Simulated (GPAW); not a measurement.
# Core-hole calculation of the S K edge in ZrS (Fm-3m)

How does the S K edge of ZrS (Fm-3m) move when the bonds are compressed or stretched?

Main program and level: GPAW 26.7.0; X-ray absorption from dipole matrix elements to empty bands, plane-wave PAW LDA.

Most raw output is cut from this account.

The database entry behind the starting cell differs from later determinations by our own check (an axis about 1.9 % long against later determinations), so it need not match the best structure at ambient conditions.

### Step 1. Starting point

It takes space group Fm-3m (No. 225, cubic). Conventional cell: a = 5.250 Å, b = 5.250 Å, c = 5.250 Å, α = 90.00°, β = 90.00°, γ = 90.00°. Nearest to Zr lie 6 S at 2.62 Å. Nearest to S lie 6 Zr at 2.62 Å. Farther neighbours and most contacts between anions are not listed.

As a file:

```cif
data_structure
_symmetry_space_group_name_H-M 'P 1'
_symmetry_Int_Tables_number 1
_cell_length_a 3.7123
_cell_length_b 3.7123
_cell_length_c 3.7123
_cell_angle_alpha 60.000
_cell_angle_beta 60.000
_cell_angle_gamma 60.000
_cell_volume 36.18
loop_
_atom_site_label
_atom_site_type_symbol
_atom_site_fract_x
_atom_site_fract_y
_atom_site_fract_z
_atom_site_occupancy
Zr1 Zr 0.00000 0.00000 0.00000 1
S2 S 0.50000 0.50000 0.50000 1
```

### Step 2. The field without a hole

A plain self-consistent run shows whether there is a gap, which decides the set-up of the core-hole run.

Input file scf.py:

```python
import numpy as np
from ase import Atoms
from ase.parallel import parprint, paropen
from gpaw import GPAW, PW, FermiDirac, Mixer, MixerDif, setup_paths
from gpaw.test import gen
setup_paths.insert(0, '.')
gen('S', name='nch1s', xcname='LDA', corehole=(1, 0, 0), write_xml=True)
from gpaw.mpi import world
world.barrier()

atoms = Atoms('ZrS',
    cell=[[0, 2.625, 2.625],
     [2.625, 0, 2.625],
     [2.625, 2.625, 0]],
    scaled_positions=[[0, 0, 0],
     [0.5, 0.5, 0.5]],
    pbc=True)
atoms.calc = calc = GPAW(legacy_gpaw=True, mode=PW(430), xc='LDA', setups={1: 'nch1s'},
    kpts={'size': (8, 8, 8), 'gamma': True}, occupations=FermiDirac(0.05),
    charge=0, mixer=Mixer(0.1, 5, 50), maxiter=150,
    convergence={'density': 0.0001}, txt='scf.txt')
energy = atoms.get_potential_energy() + calc.get_reference_energy()
ef = calc.get_fermi_level()
out = dict(energy=energy, fermi=ef, forces=atoms.get_forces().tolist())
parprint(f'all-electron energy {energy:.4f} eV, Fermi level {ef:.4f} eV')
ev = np.array([[calc.get_eigenvalues(k, s) for k in range(len(calc.get_ibz_k_points()))] for s in range(calc.get_number_of_spins())])
out['homo'], out['lumo'], out['counts'] = ev[ev < ef].max(), ev[ev > ef].min(), sorted(set((ev < ef).sum((0, 2)).tolist()))
out['filled'] = (ev[:, 0] < ef).sum(1).tolist()
import json
with paropen('out.json', 'w') as f:
    json.dump(out, f)
```

Command:

```bash
> OMP_NUM_THREADS=1 mpirun -n 2 gpaw python scf.py
```

It took 15 s on 2 MPI ranks of Intel Xeon Platinum 8259CL at 2.50GHz (Skylake/Cascade Lake), shared host; peak memory 0.17 GiB.

The mesh shows no gap, so the system is treated as a metal and the core electron is put at the Fermi level (neutral cell).

### Step 3. Supercell without a hole, the energy reference

The photon energy needs a difference of total energies, so the cell and mesh of the coming hole run are first run without a hole.

scf.py: that of step 2 with these lines changed.

```diff
@@ -10,11 +10,21 @@
 
-atoms = Atoms('ZrS',
-    cell=[[0, 2.625, 2.625],
-     [2.625, 0, 2.625],
-     [2.625, 2.625, 0]],
+atoms = Atoms('Zr6S6',
+    cell=[[2.625, 5.25, 2.625],
+     [5.25, -2.625, -2.625],
+     [2.625, 2.625, -5.25]],
     scaled_positions=[[0, 0, 0],
-     [0.5, 0.5, 0.5]],
+     [0.5, 0.16666667, 0.16666667],
+     [0, 0.33333333, 0.33333333],
+     [0.5, 0.5, 0.5],
+     [0, 0.66666667, 0.66666667],
+     [0.5, 0.83333333, 0.83333333],
+     [0.75, 0.25, 0.75],
+     [0.25, 0.41666667, 0.91666667],
+     [0.75, 0.58333333, 0.08333333],
+     [0.25, 0.75, 0.25],
+     [0.75, 0.91666667, 0.41666667],
+     [0.25, 0.08333333, 0.58333333]],
     pbc=True)
-atoms.calc = calc = GPAW(legacy_gpaw=True, mode=PW(430), xc='LDA', setups={1: 'nch1s'},
-    kpts={'size': (8, 8, 8), 'gamma': True}, occupations=FermiDirac(0.05),
+atoms.calc = calc = GPAW(legacy_gpaw=True, mode=PW(430), xc='LDA', setups={6: 'nch1s'},
+    kpts={'size': (3, 3, 3), 'gamma': True}, occupations=FermiDirac(0.1),
     charge=0, mixer=Mixer(0.1, 5, 50), maxiter=150,
```

Wall time 81 s (2 MPI ranks); peak memory 0.31 GiB; 2.7 min of CPU time.

Reference energy: -651762.729 eV with the cores included.

### Step 4. Spectrum with XCH, S atom 2

The holes are 6.4 Å apart. In GPAW the data set carries the hole's charge, so charge=0 means a charged cell and charge=-1 a neutral one. The excited electron is kept in the cell, where it fills the lowest empty states and screens the hole. After the field has converged, empty bands are computed with the density fixed and the dipole matrix elements are summed.

The absorber has 6 Zr at 2.62 Å (octahedral, site symmetry m-3m).

Input file xas.py:

```python
import numpy as np
from ase import Atoms
from ase.parallel import parprint, paropen
from gpaw import GPAW, PW, FermiDirac, Mixer, MixerDif, setup_paths
from gpaw.test import gen
setup_paths.insert(0, '.')
gen('S', name='fch1s', xcname='LDA', corehole=(1, 0, 1), write_xml=True)
from gpaw.mpi import world
world.barrier()

atoms = Atoms('Zr6S6',
    cell=[[2.625, 5.25, 2.625],
     [5.25, -2.625, -2.625],
     [2.625, 2.625, -5.25]],
    scaled_positions=[[0, 0, 0],
     [0.5, 0.16666667, 0.16666667],
     [0, 0.33333333, 0.33333333],
     [0.5, 0.5, 0.5],
     [0, 0.66666667, 0.66666667],
     [0.5, 0.83333333, 0.83333333],
     [0.75, 0.25, 0.75],
     [0.25, 0.41666667, 0.91666667],
     [0.75, 0.58333333, 0.08333333],
     [0.25, 0.75, 0.25],
     [0.75, 0.91666667, 0.41666667],
     [0.25, 0.08333333, 0.58333333]],
    pbc=True)
atoms.calc = calc = GPAW(legacy_gpaw=True, mode=PW(430), xc='LDA', setups={6: 'fch1s'},
    kpts={'size': (3, 3, 3), 'gamma': True}, occupations=FermiDirac(0.1),
    charge=-1, mixer=Mixer(0.1, 5, 50), maxiter=150,
    convergence={'density': 0.0001}, txt='scf.txt')
energy = atoms.get_potential_energy() + calc.get_reference_energy()
ef = calc.get_fermi_level()
out = dict(energy=energy, fermi=ef, forces=atoms.get_forces().tolist())
parprint(f'all-electron energy {energy:.4f} eV, Fermi level {ef:.4f} eV')
ev = np.array([[calc.get_eigenvalues(k, s) for k in range(len(calc.get_ibz_k_points()))] for s in range(calc.get_number_of_spins())])
out['homo'], out['lumo'], out['counts'] = ev[ev < ef].max(), ev[ev > ef].min(), sorted(set((ev < ef).sum((0, 2)).tolist()))
out['filled'] = (ev[:, 0] < ef).sum(1).tolist()

from ase.units import Ha
from gpaw.xas import dipole_matrix_elements
nb = int(calc.get_number_of_electrons() / 2) + 162
top, nb = nb, nb + 8 + nb // 12
nscf = calc.fixed_density(kpts={'size': (4, 4, 4), 'gamma': True}, nbands=nb,
    convergence={'bands': top, 'eigenstates': 1e-5}, maxiter=60, txt='nscf.txt')
cell = atoms.cell.array
ops = [cell.T @ U.T @ np.linalg.inv(cell.T) for U in nscf.wfs.kd.symmetry.op_scc]
E = np.arange(-6, 34, 0.1)
fwhm = np.interp(E, [4, 25], [0.9, 3.5])
Y, X, zero, highest = 0, 0, 1e9, 1e9
for spin in range(nscf.get_number_of_spins()):
    wfs = nscf.wfs
    A = dipole_matrix_elements(wfs.setups[6])
    eps = np.zeros((wfs.kd.nibzkpts, nb))
    d = np.zeros((3, A.shape[1], wfs.kd.nibzkpts, nb), complex)
    for kpt in wfs.kpt_u:
        if kpt.s == spin and 6 in kpt.P_ani:
            eps[kpt.k] = kpt.eps_n * Ha
            d[:, :, kpt.k] = (kpt.weight * wfs.nspins / 2) ** 0.5 * np.inner(A, kpt.P_ani[6])
    world.sum(eps)
    world.sum(d)
    T = np.einsum('amkn,bmkn->abkn', d, d.conj()).real
    T = sum(np.einsum('ai,ijkn,bj->abkn', R, T, R) for R in ops) / len(ops)
    empty = eps > ef
    zero, highest = min(zero, eps[empty].min()), min(highest, eps[:, top - 1].min())
    lines = [(eps, T, empty)] if spin == 0 else lines + [(eps, T, empty)]
for eps, T, empty in lines:
    f = np.einsum('aakn->akn', T).reshape(3, -1)
    x = eps.ravel() - zero
    w = np.interp(x, E, fwhm) / 2.35482
    g = np.exp(-0.5 * ((E[:, None] - x) / w) ** 2) / (w * (2 * np.pi) ** 0.5)
    Y = Y + (f * empty.ravel()) @ g.T
    X = X + (f * ~empty.ravel()) @ g.T
out.update(E=E.round(2).tolist(), xas=Y.tolist(), xes=X.tolist(), zero=zero, valid=highest - zero, nk=len(eps), nb=nb)
for i in range(0, len(E), 10):
    parprint(f'{E[i]:7.2f}', *(f'{v:10.3e}' for v in Y[:, i]))
import json
with paropen('out.json', 'w') as f:
    json.dump(out, f)
```

Command:

```bash
> OMP_NUM_THREADS=1 mpirun -n 2 gpaw python xas.py
```

It took 9.4 min on 2 MPI ranks; peak memory 0.63 GiB.

The S K spectrum, S atom 2, excited-electron core hole (neutral cell) (energy from the lowest empty level; intensity scaled to a mean of 1 over the first 20 eV):

```csv
E (eV),intensity
-2.00,0.00
-1.25,0.00
-0.50,0.08
0.25,0.76
1.00,1.35
1.75,1.49
2.50,1.02
3.25,1.00
4.00,1.24
4.75,1.56
5.50,1.41
6.25,1.63
7.00,1.85
7.75,1.37
8.50,1.10
9.25,0.80
10.00,0.60
10.75,0.57
11.50,0.72
12.25,0.83
13.00,0.71
13.75,0.59
14.50,0.62
15.25,0.68
16.00,0.76
16.75,0.87
17.50,0.94
18.25,0.89
19.00,0.78
19.75,0.68
20.50,0.64
21.25,0.67
22.00,0.74
22.75,0.79
23.50,0.82
24.25,0.85
25.00,0.93
25.75,1.08
26.50,1.29
27.25,1.46
28.00,1.52
28.75,1.45
29.50,1.28
30.25,1.08
31.00,0.89
31.75,0.76
```

Main maxima below 24 eV (height): 1.5 eV (1.55), 4.9 eV (1.58), 6.8 eV (1.90), 12.2 eV (0.83) and 17.6 eV (0.94). A K edge sees empty p states; the first features are S p mixed into the empty d states of the Zr neighbours, and the broad ones above probably into the cations' higher empty bands.

The total-energy difference is 2475.30 eV. One term is added: -16.82 eV, since the hole is spin-paired here and a spin-polarised one costs that much less in the free atom (computed apart). The photon energy is then 2458.48 eV. The functional leaves an error in such absolute values: in the free atom LDA prices this hole 9.1 eV below PBE (computed apart), and PBE is itself good to a few eV.

### Step 5. Supercell without a hole, the energy reference

The cell changes for the next run, so it gets a reference energy of its own.

The cell differs from the one that the last finished run ended in (a 6.430 → 6.231 Å, b 6.430 → 6.231 Å, c 6.430 → 6.231 Å).

scf.py: that of step 3 with these lines changed.

```diff
@@ -11,5 +11,5 @@
 atoms = Atoms('Zr6S6',
-    cell=[[2.625, 5.25, 2.625],
-     [5.25, -2.625, -2.625],
-     [2.625, 2.625, -5.25]],
+    cell=[[2.54376178, 5.08752357, 2.54376178],
+     [5.08752357, -2.54376178, -2.54376178],
+     [2.54376178, 2.54376178, -5.08752357]],
     scaled_positions=[[0, 0, 0],
```

Command:

```bash
> OMP_NUM_THREADS=1 mpirun -n 2 gpaw python scf.py
```

The job ended after 87 s (2 MPI ranks; peak memory 0.29 GiB; 2.9 min of CPU time).

Reference energy: -651763.165 eV with the cores included.

### Step 6. Spectrum with XCH, S atom 2

Shorter bonds are expected to push antibonding states and scattering resonances up, and longer ones down; the cell is scaled to test that.

Changed against the first core-hole run: volume scale from 1 to 0.91.

xas.py: that of step 4 with these lines changed.

```diff
@@ -11,5 +11,5 @@
 atoms = Atoms('Zr6S6',
-    cell=[[2.625, 5.25, 2.625],
-     [5.25, -2.625, -2.625],
-     [2.625, 2.625, -5.25]],
+    cell=[[2.54376178, 5.08752357, 2.54376178],
+     [5.08752357, -2.54376178, -2.54376178],
+     [2.54376178, 2.54376178, -5.08752357]],
     scaled_positions=[[0, 0, 0],
@@ -41,3 +41,3 @@
 from gpaw.xas import dipole_matrix_elements
-nb = int(calc.get_number_of_electrons() / 2) + 162
+nb = int(calc.get_number_of_electrons() / 2) + 150
 top, nb = nb, nb + 8 + nb // 12
```

Command:

```bash
> OMP_NUM_THREADS=1 mpirun -n 2 gpaw python xas.py
```

It took 8.7 min on 2 MPI ranks; peak memory 0.58 GiB; 17 min of CPU time.

```csv
E (eV),first run,this run
-2.0,0.00,0.00
-1.0,0.00,0.00
0.0,0.47,0.42
1.0,1.35,1.18
2.0,1.33,1.44
3.0,0.96,0.87
4.0,1.24,0.90
5.0,1.57,1.33
6.0,1.46,1.48
7.0,1.85,1.65
8.0,1.26,1.57
9.0,0.90,1.14
10.0,0.60,0.90
11.0,0.60,0.70
12.0,0.82,0.76
13.0,0.71,0.88
14.0,0.59,0.68
15.0,0.66,0.57
16.0,0.76,0.65
17.0,0.91,0.75
18.0,0.92,0.88
19.0,0.78,0.91
20.0,0.66,0.80
21.0,0.66,0.67
22.0,0.74,0.62
23.0,0.81,0.65
24.0,0.84,0.72
25.0,0.93,0.76
26.0,1.15,0.82
27.0,1.41,0.97
28.0,1.52,1.24
29.0,1.40,1.49
30.0,1.15,1.56
31.0,0.89,1.42
```

Against the first run the r.m.s. difference is 17 %. The highest intensity below 16 eV goes from 6.8 eV (1.90) to 7.5 eV (1.80).

The photon energy of the zero moves by +0.02 eV.

### Step 7. Supercell without a hole, the energy reference

The cell differs from the one that the last finished run ended in (a 6.231 → 6.299 Å, b 6.231 → 6.299 Å, c 6.231 → 6.299 Å).

scf.py: that of step 5 with these lines changed.

```diff
@@ -11,5 +11,5 @@
 atoms = Atoms('Zr6S6',
-    cell=[[2.54376178, 5.08752357, 2.54376178],
-     [5.08752357, -2.54376178, -2.54376178],
-     [2.54376178, 2.54376178, -5.08752357]],
+    cell=[[2.57141354, 5.14282707, 2.57141354],
+     [5.14282707, -2.57141354, -2.57141354],
+     [2.57141354, 2.57141354, -5.14282707]],
     scaled_positions=[[0, 0, 0],
```

Command:

```bash
> OMP_NUM_THREADS=1 mpirun -n 2 gpaw python scf.py
```

The job ended after 84 s (2 MPI ranks; peak memory 0.3 GiB; 2.8 min of CPU time).

Reference energy: -651763.202 eV with the cores included.

### Step 8. Spectrum with XCH, S atom 2

Changed against the first core-hole run: volume scale from 1 to 0.94.

xas.py: that of step 6 with these lines changed.

```diff
@@ -11,5 +11,5 @@
 atoms = Atoms('Zr6S6',
-    cell=[[2.54376178, 5.08752357, 2.54376178],
-     [5.08752357, -2.54376178, -2.54376178],
-     [2.54376178, 2.54376178, -5.08752357]],
+    cell=[[2.57141354, 5.14282707, 2.57141354],
+     [5.14282707, -2.57141354, -2.57141354],
+     [2.57141354, 2.57141354, -5.14282707]],
     scaled_positions=[[0, 0, 0],
@@ -41,3 +41,3 @@
 from gpaw.xas import dipole_matrix_elements
-nb = int(calc.get_number_of_electrons() / 2) + 150
+nb = int(calc.get_number_of_electrons() / 2) + 154
 top, nb = nb, nb + 8 + nb // 12
```

Command:

```bash
> OMP_NUM_THREADS=1 mpirun -n 2 gpaw python xas.py
```

It took 8.2 min on 2 MPI ranks; peak memory 0.6 GiB.

| E (eV) | first run | this run |
| --- | --- | --- |
| -2.0 | 0.00 | 0.00 |
| -1.0 | 0.00 | 0.00 |
| 0.0 | 0.47 | 0.44 |
| 1.0 | 1.35 | 1.23 |
| 2.0 | 1.33 | 1.40 |
| 3.0 | 0.96 | 0.90 |
| 4.0 | 1.24 | 1.01 |
| 5.0 | 1.57 | 1.46 |
| 6.0 | 1.46 | 1.42 |
| 7.0 | 1.85 | 1.79 |
| 8.0 | 1.26 | 1.44 |
| 9.0 | 0.90 | 1.09 |
| 10.0 | 0.60 | 0.78 |
| 11.0 | 0.60 | 0.64 |
| 12.0 | 0.82 | 0.77 |
| 13.0 | 0.71 | 0.84 |
| 14.0 | 0.59 | 0.62 |
| 15.0 | 0.66 | 0.59 |
| 16.0 | 0.76 | 0.68 |
| 17.0 | 0.91 | 0.80 |
| 18.0 | 0.92 | 0.91 |
| 19.0 | 0.78 | 0.88 |
| 20.0 | 0.66 | 0.74 |
| 21.0 | 0.66 | 0.64 |
| 22.0 | 0.74 | 0.64 |
| 23.0 | 0.81 | 0.71 |
| 24.0 | 0.84 | 0.77 |
| 25.0 | 0.93 | 0.80 |
| 26.0 | 1.15 | 0.90 |
| 27.0 | 1.41 | 1.12 |
| 28.0 | 1.52 | 1.40 |
| 29.0 | 1.40 | 1.55 |
| 30.0 | 1.15 | 1.47 |
| 31.0 | 0.89 | 1.23 |

Against the first run the r.m.s. difference is 12 %. The highest intensity below 16 eV goes from 6.8 eV (1.90) to 7.2 eV (1.84).

The photon energy of the zero moves by +0.02 eV.

### Step 9. Reference energy of the supercell

The cell differs from the one that the last finished run ended in (a 6.299 → 6.365 Å, b 6.299 → 6.365 Å, c 6.299 → 6.365 Å).

scf.py: that of step 7 with these lines changed.

```diff
@@ -11,5 +11,5 @@
 atoms = Atoms('Zr6S6',
-    cell=[[2.57141354, 5.14282707, 2.57141354],
-     [5.14282707, -2.57141354, -2.57141354],
-     [2.57141354, 2.57141354, -5.14282707]],
+    cell=[[2.59848304, 5.19696607, 2.59848304],
+     [5.19696607, -2.59848304, -2.59848304],
+     [2.59848304, 2.59848304, -5.19696607]],
     scaled_positions=[[0, 0, 0],
```

Command:

```bash
> OMP_NUM_THREADS=1 mpirun -n 2 gpaw python scf.py
```

Wall time 71 s (2 MPI ranks); peak memory 0.3 GiB; 2.4 min of CPU time.

Reference energy: -651763.047 eV with the cores included.

### Step 10. Spectrum with XCH, S atom 2

Changed against the first core-hole run: volume scale from 1 to 0.97.

xas.py: that of step 8 with these lines changed.

```diff
@@ -11,5 +11,5 @@
 atoms = Atoms('Zr6S6',
-    cell=[[2.57141354, 5.14282707, 2.57141354],
-     [5.14282707, -2.57141354, -2.57141354],
-     [2.57141354, 2.57141354, -5.14282707]],
+    cell=[[2.59848304, 5.19696607, 2.59848304],
+     [5.19696607, -2.59848304, -2.59848304],
+     [2.59848304, 2.59848304, -5.19696607]],
     scaled_positions=[[0, 0, 0],
@@ -41,3 +41,3 @@
 from gpaw.xas import dipole_matrix_elements
-nb = int(calc.get_number_of_electrons() / 2) + 154
+nb = int(calc.get_number_of_electrons() / 2) + 158
 top, nb = nb, nb + 8 + nb // 12
```

Command:

```bash
> OMP_NUM_THREADS=1 mpirun -n 2 gpaw python xas.py
```

Elapsed: 8.3 min, on 2 MPI ranks; peak memory 0.62 GiB; 17 min of CPU time.

| E (eV) | first run | this run |
| --- | --- | --- |
| -2.0 | 0.00 | 0.00 |
| -1.0 | 0.00 | 0.00 |
| 0.0 | 0.47 | 0.45 |
| 1.0 | 1.35 | 1.29 |
| 2.0 | 1.33 | 1.36 |
| 3.0 | 0.96 | 0.93 |
| 4.0 | 1.24 | 1.13 |
| 5.0 | 1.57 | 1.55 |
| 6.0 | 1.46 | 1.39 |
| 7.0 | 1.85 | 1.88 |
| 8.0 | 1.26 | 1.33 |
| 9.0 | 0.90 | 1.01 |
| 10.0 | 0.60 | 0.68 |
| 11.0 | 0.60 | 0.61 |
| 12.0 | 0.82 | 0.80 |
| 13.0 | 0.71 | 0.78 |
| 14.0 | 0.59 | 0.59 |
| 15.0 | 0.66 | 0.63 |
| 16.0 | 0.76 | 0.72 |
| 17.0 | 0.91 | 0.86 |
| 18.0 | 0.92 | 0.93 |
| 19.0 | 0.78 | 0.83 |
| 20.0 | 0.66 | 0.69 |
| 21.0 | 0.66 | 0.63 |
| 22.0 | 0.74 | 0.68 |
| 23.0 | 0.81 | 0.76 |
| 24.0 | 0.84 | 0.80 |
| 25.0 | 0.93 | 0.85 |
| 26.0 | 1.15 | 1.01 |
| 27.0 | 1.41 | 1.28 |
| 28.0 | 1.52 | 1.50 |
| 29.0 | 1.40 | 1.51 |
| 30.0 | 1.15 | 1.32 |
| 31.0 | 0.89 | 1.05 |

The scaled spectrum changes by 6 % r.m.s. The highest intensity below 16 eV goes from 6.8 eV (1.90) to 7.0 eV (1.88).

The photon energy of the zero moves by +0.01 eV.

### Step 11. The volumes side by side

```csv
volume,nearest distance (Å),shift of the zero (eV),maximum 1 (eV above own zero),maximum 2 (eV above own zero),maximum 3 (eV above own zero),maximum 4 (eV above own zero)
0.91,2.544,+0.02,1.8,5.6,7.5,18.7
0.94,2.571,+0.02,1.7,5.4,7.2,18.3
0.97,2.598,+0.01,1.6,5.1,7.0,17.9
1,2.625,+0.00,1.5,4.9,6.8,17.6
```

The curves, each shifted by its zero's change so that they share one photon-energy axis, counted from the zero at V × 1:

| E (eV) | V × 0.91 | V × 0.94 | V × 0.97 | V × 1 |
| --- | --- | --- | --- | --- |
| -2.0 | 0.00 | 0.00 | 0.00 | 0.00 |
| -1.0 | 0.00 | 0.00 | 0.00 | 0.00 |
| 0.0 | 0.41 | 0.42 | 0.44 | 0.47 |
| 1.0 | 1.17 | 1.22 | 1.28 | 1.35 |
| 2.0 | 1.45 | 1.41 | 1.37 | 1.33 |
| 3.0 | 0.87 | 0.90 | 0.93 | 0.96 |
| 4.0 | 0.90 | 1.00 | 1.12 | 1.24 |
| 5.0 | 1.32 | 1.45 | 1.54 | 1.57 |
| 6.0 | 1.48 | 1.43 | 1.39 | 1.46 |
| 7.0 | 1.64 | 1.78 | 1.87 | 1.85 |
| 8.0 | 1.59 | 1.45 | 1.33 | 1.26 |
| 9.0 | 1.14 | 1.10 | 1.01 | 0.90 |
| 10.0 | 0.91 | 0.79 | 0.69 | 0.60 |
| 11.0 | 0.70 | 0.64 | 0.61 | 0.60 |
| 12.0 | 0.75 | 0.77 | 0.80 | 0.82 |
| 13.0 | 0.88 | 0.84 | 0.78 | 0.71 |
| 14.0 | 0.69 | 0.62 | 0.59 | 0.59 |
| 15.0 | 0.57 | 0.59 | 0.63 | 0.66 |
| 16.0 | 0.64 | 0.68 | 0.72 | 0.76 |
| 17.0 | 0.75 | 0.80 | 0.85 | 0.91 |
| 18.0 | 0.87 | 0.91 | 0.93 | 0.92 |
| 19.0 | 0.91 | 0.88 | 0.83 | 0.78 |
| 20.0 | 0.80 | 0.74 | 0.69 | 0.66 |
| 21.0 | 0.67 | 0.64 | 0.63 | 0.66 |
| 22.0 | 0.62 | 0.64 | 0.68 | 0.74 |
| 23.0 | 0.65 | 0.71 | 0.76 | 0.81 |
| 24.0 | 0.72 | 0.77 | 0.80 | 0.84 |
| 25.0 | 0.76 | 0.80 | 0.85 | 0.93 |
| 26.0 | 0.82 | 0.89 | 1.01 | 1.15 |
| 27.0 | 0.97 | 1.12 | 1.28 | 1.41 |
| 28.0 | 1.23 | 1.39 | 1.50 | 1.52 |
| 29.0 | 1.48 | 1.54 | 1.51 | 1.40 |
| 30.0 | 1.56 | 1.48 | 1.32 | 1.15 |
| 31.0 | 1.43 | 1.24 | 1.05 | 0.89 |

### Step 12. Outcome

```
absorber and edge                               : S K, atom 2 of the ground-state input (counted from 1)
surroundings                                    : 6 Zr at 2.62 Å (octahedral, site symmetry m-3m)
highest intensity below 16 eV                   : 6.8 eV above the zero, height 1.90
photon energy of the zero, with the added terms : 2458.5 eV (raw 2475.3 eV; LDA puts this hole about 9 eV below PBE, itself good to a few eV)
```

In words: From V × 0.91 to V × 1 the nearest distance grows by 0.081 Å and the zero moves by -0.02 eV. Above their own zero, the maxima move from 1.8 to 1.5 eV, from 5.6 to 4.9 eV, from 7.5 to 6.8 eV and from 18.7 to 17.6 eV. The one highest in energy moves most, in the direction that the rule ΔE·R² ≈ constant for scattering resonances gives. The S K edge of atom 2, with 6 Zr at 2.62 Å (octahedral, site symmetry m-3m), has its highest intensity of the first 16 eV at 6.8 eV above the zero, near 2465 eV in photon energy (LDA puts this hole about 9 eV below PBE, itself good to a few eV), 1.9 times the mean level of the first 20 eV (Gaussian full width 0.9 eV up to 4 eV, rising linearly to 3.5 eV at 25 eV). The unit cell's mesh shows no gap over 0.35 eV. That is right for a metallic compound; for a small-gap or correlated insulator it would be the fault of the functional or of the assumed magnetic order, and the hole would be screened too well. The holes are only 6.4 Å apart, so the shape is probably not converged with cell size; no larger cell was run here. The mesh is coarse (0.30 Å⁻¹ between points), so small maxima may be mesh ripples. The structure is a published determination, not relaxed.

[Logs are printed without paths, hosts, clocks, repeated set-up lines and the standing remarks that a program may print on its own settings, such as how far it seeks lower states.]

[Hosts, paths, dates, database ids (printed as entryN), source tags and the programs' standing remarks are cut or masked in the printed files.]

[Lists of maxima count a maximum above −3 eV only where it reaches 4 % of the highest in the window and stands out from its surroundings by 2 % of it (1.5 % where it reaches 55 %); shoulders and weaker maxima are passed over, and of the rest the first, up to two pre-edge ones and the few strongest are named.]
